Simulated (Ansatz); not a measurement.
**From HSE06 to G0W0: Na3MoO4Cl (P4/nmm)**

Symmetry: P4/nmm, No. 129, tetragonal system. Conventional cell: a = 7.494 Å, b = 7.494 Å, c = 5.341 Å, α = 90.00°, β = 90.00°, γ = 90.00°. Nearest to Na lie 4 O at 2.50 Å and 2 Cl at 2.78 Å. Nearest to Na lie 4 O at 2.35 Å and 2 Cl at 2.58 to 2.76 Å. Mo has 4 O at 1.78 Å nearest. Cl has 6 Na at 2.58 to 2.78 Å nearest. Nearest to O lie 1 Mo at 1.78 Å and 3 Na at 2.35 to 2.50 Å. Farther neighbours and most contacts between anions are not listed.

```
method                                            : G0W0 on HSE06, plane waves, PAW; PAW set soft_1 (and 1 further level or step)
program                                           : Ansatz 0.2.0
settings of one run                               : cutoff 420 eV, 2×2×4 k-mesh, PAW set soft 1, empty bands 1009, screening cutoff 130 eV, screening contour deformation, QP bands (v4, c4)
cost                                              : 2 runs, 3.8 min in all on 1 × NVIDIA H100 80GB HBM3 (shared by 6 runs) with 2 threads of AMD EPYC 7R13 (Zen 3), shared host (the runs of this entry)
notes                                             : In doubt: masses and optical values from hybrid runs of this build are listed as unsure (in some of the runs), which bears on the screening that GW takes from such a start. Geometry: measured cell, ions relaxed with PBE. Limits: no spin-orbit coupling. Two runs of this series at another level, not shown as steps, test spin-orbit coupling. PBE+SOC against PBE: 4.309 − 4.314 = −0.005 eV. Mesh, set of files and cutoff are the same, but the valence top lies at another k point, so this need not be the shift of one pair of states. The spin-orbit run sees mesh and listed points alone, so its gap is an upper bound: [rest of the remark cut]
HSE06 gap over mesh and listed points             : 5.803 eV, from k = (0.000, 0.500, 0.500) to k = Γ
G0W0@HSE06 gap over all 9 irreducible mesh points : 7.635 eV, from k = (-0.500, -0.500, -0.500) to k = Γ
GW settings                                       : 2×2×4 mesh, 1009 empty bands, screening to 130 eV, PAW set soft_1 files
known limits                                      : finite bands, screening cutoff and k mesh; no spin-orbit coupling in G0W0
```

Over all 9 irreducible mesh points the G0W0 gap is 7.635 eV, from k = (-0.500, -0.500, -0.500) to k = Γ. The HSE06 gap of this run on the mesh is 5.803 eV. Other states bound it: the two that bound the G0W0 gap lie 5.876 eV apart in HSE06, so state for state the correction is 7.635 − 5.876 = +1.759 eV, while gap against gap it is 7.635 − 5.803 = +1.832 eV. The valence state moves by 0.790 − 1.227 = −0.437 eV and the conduction state by 8.426 − 7.103 = +1.323 eV, on the run's own scale; how far single levels stand from their limit in bands is not shown.

[Paths, hosts, dates, memory and timing lines, banners, echoed tables and standing remarks are left out of the program output.]

[Logs are printed without paths, hosts, clocks, repeated set-up lines and the standing remarks that a program may print on its own settings, such as how far it seeks lower states.]

[Runs of the session that timed out or met a known fault of the program may be left out.]

[Cells called generated may have been cut or substituted from an entry of the Crystallography Open Database or the Materials Project.]

[Hosts, paths, dates, database ids (printed as entryN), source tags and the programs' standing remarks are cut or masked in the printed files.]
